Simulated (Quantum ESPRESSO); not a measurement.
# V3Sb2: parallel and opposed starts

Wanted: the moments of V3Sb2 and the energy of each order that was tried.

Main program and level: Quantum ESPRESSO 7.5; LDA; plane waves with GBRV 1.5 LDA potentials, no spin-orbit coupling.

## Step 1: The structure

The structure is trigonal, space group R-3m (No. 166). The conventional cell has a = 5.505 Å, b = 5.505 Å, c = 20.327 Å, α = 90.00°, β = 90.00°, γ = 120.00°. Nearest to V lie 6 V at 2.62 to 2.89 Å and 5 Sb at 2.75 to 2.83 Å. Nearest to Sb lie 9 V at 2.75 to 2.83 Å. Nearest to Sb lie 6 V at 2.75 to 2.77 Å. Farther neighbours are not listed.

Structure file:

```cif
data_structure
_symmetry_space_group_name_H-M 'P 1'
_symmetry_Int_Tables_number 1
_cell_length_a 7.4842
_cell_length_b 7.4842
_cell_length_c 7.4842
_cell_angle_alpha 43.158
_cell_angle_beta 43.158
_cell_angle_gamma 43.158
_cell_volume 177.83
loop_
_atom_site_label
_atom_site_type_symbol
_atom_site_fract_x
_atom_site_fract_y
_atom_site_fract_z
_atom_site_occupancy
V1 V 0.60284 0.12748 0.60284 1
V2 V 0.60284 0.60284 0.12748 1
V3 V 0.12748 0.60284 0.60284 1
V4 V 0.87252 0.39716 0.39716 1
V5 V 0.39716 0.87252 0.39716 1
V6 V 0.39716 0.39716 0.87252 1
Sb7 Sb 0.10975 0.10975 0.10975 1
Sb8 Sb 0.89025 0.89025 0.89025 1
Sb9 Sb 0.33112 0.33112 0.33112 1
Sb10 Sb 0.66888 0.66888 0.66888 1
```

The cell comes from Materials Project 2023-11-01, a database of computed structures, and need not be the stable phase.

## Step 2: Start 1: ferro ++++++

The signs are those of the starting moments on the seeded atoms, the atoms that are given a moment.

The input, pw.in:

```
&CONTROL
  calculation = 'scf'
  prefix = 'pwscf'
  outdir = './tmp'
  pseudo_dir = './pseudo'
  disk_io = 'nowf'
/
&SYSTEM
  ibrav = 0
  nat = 10
  ntyp = 2
  ecutwfc = 40
  ecutrho = 280
  nbnd = 90
  occupations = 'smearing'
  smearing = 'fd'
  degauss = 0.00734986
  nspin = 2
  starting_magnetization(1) = 0.1154
  starting_magnetization(2) = 0
/
&ELECTRONS
  conv_thr = 2d-08
  electron_maxstep = 150
  mixing_beta = 0.3
/
ATOMIC_SPECIES
V      50.9415 v_lda_v1.4.uspp.F.UPF
Sb    121.7600 sb_lda_v1.4.uspp.F.UPF
CELL_PARAMETERS angstrom
   2.7525426209    1.5891812232    6.7757537157
  -2.7525426209    1.5891812232    6.7757537157
   0.0000000000   -3.1783624463    6.7757537157
ATOMIC_POSITIONS crystal
V       0.6028366100    0.1274830000    0.6028366100
V       0.6028366100    0.6028366100    0.1274830000
V       0.1274830000    0.6028366100    0.6028366100
V       0.8725170000    0.3971633900    0.3971633900
V       0.3971633900    0.8725170000    0.3971633900
V       0.3971633900    0.3971633900    0.8725170000
Sb      0.1097455600    0.1097455600    0.1097455600
Sb      0.8902544400    0.8902544400    0.8902544400
Sb      0.3311160700    0.3311160700    0.3311160700
Sb      0.6688839300    0.6688839300    0.6688839300
K_POINTS automatic
6 6 6 0 0 0
```

On the command line:

```sh
OMP_NUM_THREADS=1 mpirun -n 4 pw.x -nk 4 -in pw.in > pw.out
```

The log of the run:

```text
Program PWSCF v.7.5 starts

     Message from routine setup:
     using ibrav=0 with symmetry is DISCOURAGED, use correct ibrav instead

     K-points division:     npool     =       4
     Subspace diagonalization in iterative solution of the eigenvalue problem:

     G-vector sticks info
     --------------------
     sticks:   dense  smooth     PW     G-vecs:    dense   smooth      PW
     Sum        3049    1733    523                95025    40935    6737

     Using Slab Decomposition

     bravais-lattice index     =            0
     lattice parameter (alat)  =      14.1430  a.u.
     unit-cell volume          =    1200.0876 (a.u.)^3
     number of atoms/cell      =           10
     number of atomic types    =            2
     number of electrons       =       138.00
     number of Kohn-Sham states=           90
     kinetic-energy cutoff     =      40.0000  Ry
     charge density cutoff     =     280.0000  Ry
     scf convergence threshold =      2.0E-08
     mixing beta               =       0.3000
     number of iterations used =            8  plain     mixing
     Exchange-correlation=  SLA  PZ   NOGX NOGC
                           (   1   1   0   0   0   0   0)

     celldm(1)=  14.143035  celldm(2)=   0.000000  celldm(3)=   0.000000
     celldm(4)=   0.000000  celldm(5)=   0.000000  celldm(6)=   0.000000

     crystal axes: (cart. coord. in units of alat)
               a(1) = (   0.367782   0.212339   0.905345 )
               a(2) = (  -0.367782   0.212339   0.905345 )
               a(3) = (   0.000000  -0.424678   0.905345 )

     reciprocal axes: (cart. coord. in units 2 pi/alat)
               b(1) = (  1.359502  0.784909  0.368184 )
               b(2) = ( -1.359502  0.784909  0.368184 )
               b(3) = ( -0.000000 -1.569817  0.368184 )

     PseudoPot. # 1 for V  read from file:
     v_lda_v1.4.uspp.F.UPF
     Pseudo is Ultrasoft + core correction, Zval = 13.0
     Generated by new atomic code, or converted to UPF format
     Using radial grid of  853 points,  6 beta functions with:
                l(1) =   0
                l(2) =   0
                l(3) =   1
                l(4) =   1
                l(5) =   2
                l(6) =   2
     Q(r) pseudized with  8 coefficients,  rinner =    1.100   1.100   1.100
                                                       1.100   1.100

     PseudoPot. # 2 for Sb read from file:
     sb_lda_v1.4.uspp.F.UPF
     Pseudo is Ultrasoft + core correction, Zval = 15.0
     Generated by new atomic code, or converted to UPF format
     Using radial grid of  891 points,  6 beta functions with:
                l(1) =   0
                l(2) =   0
                l(3) =   1
                l(4) =   1
                l(5) =   2
                l(6) =   2
     Q(r) pseudized with  8 coefficients,  rinner =    1.350   1.350   1.350
                                                       1.350   1.350

     atomic species   valence    mass     pseudopotential
     V                13.00    50.94150     V ( 1.00)
     Sb               15.00   121.76000     Sb( 1.00)

     Starting magnetic structure
     atomic species   magnetization
     V               0.115
     Sb              0.000

     12 Sym. Ops., with inversion, found

   Cartesian axes

     site n.     atom                  positions (alat units)
         1        V      tau(   1) = (   0.1748264  -0.1009361   1.2069657  )
         2        V      tau(   2) = (   0.0000000   0.2018722   1.2069657  )
         3        V      tau(   3) = (  -0.1748264  -0.1009361   1.2069657  )
         4        V      tau(   4) = (   0.1748264   0.1009361   1.5090679  )
         5        V      tau(   5) = (  -0.1748264   0.1009361   1.5090679  )
         6        V      tau(   6) = (  -0.0000000  -0.2018722   1.5090679  )
         7        Sb     tau(   7) = (  -0.0000000   0.0000000   0.2980726  )
         8        Sb     tau(   8) = (  -0.0000000   0.0000000   2.4179609  )
         9        Sb     tau(   9) = (   0.0000000   0.0000000   0.8993223  )
        10        Sb     tau(  10) = (   0.0000000   0.0000000   1.8167112  )

     number of k points=    32  Fermi-Dirac smearing, width (Ry)=  0.0073
                       cart. coord. in units 2pi/alat
        k(    1) = (   0.0000000   0.0000000   0.0000000), wk =   0.0046296
        k(    2) = (  -0.0000000  -0.2616362   0.0613640), wk =   0.0277778
        k(    3) = (  -0.0000000  -0.5232724   0.1227280), wk =   0.0277778
        k(    4) = (   0.0000000   0.7849086  -0.1840920), wk =   0.0138889
        k(    5) = (  -0.2265836  -0.1308181   0.1227280), wk =   0.0277778
        [... 27 further k-points ...]

     Dense  grid:    95025 G-vectors     FFT dimensions: (  75,  75,  75)

     Smooth grid:    40935 G-vectors     FFT dimensions: (  60,  60,  60)

     Check: negative core charge=   -0.000004
     Generating pointlists ...
     new r_m :   0.1442 (alat units)  2.0399 (a.u.) for type    1
     new r_m :   0.1518 (alat units)  2.1466 (a.u.) for type    2

     Initial potential from superposition of free atoms

     starting charge     133.9938, renormalised to     138.0000

     negative rho (up, down):  1.217E-03 9.604E-04
     Starting wfcs are   96 randomized atomic wfcs

     Self-consistent Calculation

     iteration #  1     ecut=    40.00 Ry     beta= 0.30
     Davidson diagonalization with overlap
     ethr =  1.00E-02,  avg # of iterations =  3.9

     negative rho (up, down):  1.875E-03 2.380E-03

     total energy              =   -1607.94177158 Ry
     estimated scf accuracy    <       5.19999388 Ry

     total magnetization       =     2.66 Bohr mag/cell
     absolute magnetization    =     3.13 Bohr mag/cell

     iteration #  2     ecut=    40.00 Ry     beta= 0.30
     Davidson diagonalization with overlap
     ethr =  3.77E-03,  avg # of iterations =  2.2

     negative rho (up, down):  1.449E-03 2.476E-03

     total energy              =   -1608.56071596 Ry
     estimated scf accuracy    <       2.27775299 Ry

     total magnetization       =     2.95 Bohr mag/cell
     absolute magnetization    =     3.46 Bohr mag/cell

     iteration #  3     ecut=    40.00 Ry     beta= 0.30
     Davidson diagonalization with overlap
     ethr =  1.65E-03,  avg # of iterations =  2.0

     negative rho (up, down):  1.186E-03 3.007E-03

     total energy              =   -1608.81676494 Ry
     estimated scf accuracy    <       0.25534129 Ry

     total magnetization       =     2.54 Bohr mag/cell
     absolute magnetization    =     3.03 Bohr mag/cell

     [... further iterations left out ...]

     iteration # 11     ecut=    40.00 Ry     beta= 0.30
     Davidson diagonalization with overlap
     ethr =  2.57E-08,  avg # of iterations =  2.0

     negative rho (up, down):  1.853E-03 1.846E-03

     total energy              =   -1608.88289342 Ry
     estimated scf accuracy    <       0.00000639 Ry

     total magnetization       =     0.01 Bohr mag/cell
     absolute magnetization    =     0.01 Bohr mag/cell

     iteration # 12     ecut=    40.00 Ry     beta= 0.30
     Davidson diagonalization with overlap
     ethr =  4.63E-09,  avg # of iterations =  1.9

     negative rho (up, down):  1.852E-03 1.848E-03

     total energy              =   -1608.88289403 Ry
     estimated scf accuracy    <       0.00000223 Ry

     total magnetization       =     0.00 Bohr mag/cell
     absolute magnetization    =     0.01 Bohr mag/cell

     iteration # 13     ecut=    40.00 Ry     beta= 0.30
     Davidson diagonalization with overlap
     ethr =  1.62E-09,  avg # of iterations =  2.1

     negative rho (up, down):  1.850E-03 1.848E-03

     total energy              =   -1608.88289448 Ry
     estimated scf accuracy    <       0.00000008 Ry

     total magnetization       =     0.00 Bohr mag/cell
     absolute magnetization    =     0.00 Bohr mag/cell

     iteration # 14     ecut=    40.00 Ry     beta= 0.30
     Davidson diagonalization with overlap
     ethr =  5.47E-11,  avg # of iterations =  3.6

     negative rho (up, down):  1.849E-03 1.849E-03

     Magnetic moment per site  (integrated on atomic sphere of radius R)
     atom   1 (R=0.144)  charge= 11.3204  magn= -0.0000
     atom   2 (R=0.144)  charge= 11.3204  magn= -0.0000
     atom   3 (R=0.144)  charge= 11.3204  magn= -0.0000
     atom   4 (R=0.144)  charge= 11.3204  magn= -0.0000
     atom   5 (R=0.144)  charge= 11.3204  magn= -0.0000
     atom   6 (R=0.144)  charge= 11.3204  magn= -0.0000
     atom   7 (R=0.152)  charge= 12.5143  magn=  0.0000
     atom   8 (R=0.152)  charge= 12.5143  magn=  0.0000
     atom   9 (R=0.152)  charge= 12.4595  magn=  0.0000
     atom  10 (R=0.152)  charge= 12.4595  magn=  0.0000

     End of self-consistent calculation

     [... lines left out ...]
     the Fermi energy is    14.7119 ev

!    total energy              =   -1608.88289452 Ry
     estimated scf accuracy    <       0.00000001 Ry
     smearing contrib. (-TS)   =      -0.02096844 Ry
     internal energy E=F+TS    =   -1608.86192608 Ry

     The total energy is F=E-TS. E is the sum of the following terms:
     one-electron contribution =    -657.35403402 Ry
     hartree contribution      =     403.35673156 Ry
     xc contribution           =    -290.74367740 Ry
     ewald contribution        =   -1064.12094622 Ry

     total magnetization       =     0.00 Bohr mag/cell
     absolute magnetization    =     0.00 Bohr mag/cell

     convergence has been achieved in  14 iterations

=------------------------------------------------------------------------------=
   JOB DONE.
=------------------------------------------------------------------------------=
```

It took 2.9 min on 4 MPI ranks of Intel Xeon 6975P-C (Granite Rapids), shared host; peak memory 1.3 GiB; 12 min of CPU time.

The spin moment in the atom's sphere vanishes on all atoms.

Numbers from this step:

```yaml
smearing_term_ts: 0.2853 eV
magnetization: 0 μB
absolute_magnetization: 0 μB
final_state: non-magnetic
```

(Continued in part 2 of 2.)

[Logs and program files are shortened in this print: banners, set-up blocks, solver, clock and traceback lines can be left out without a mark of their own.]

[Logs are printed without paths, hosts, clocks, repeated set-up lines and the standing remarks that a program may print on its own settings, such as how far it seeks lower states.]

[Hosts, paths, dates, database ids (printed as entryN), source tags and the programs' standing remarks are cut or masked in the printed files.]

[Where a cell is said to come from a database of computed structures, the database is the Materials Project.]
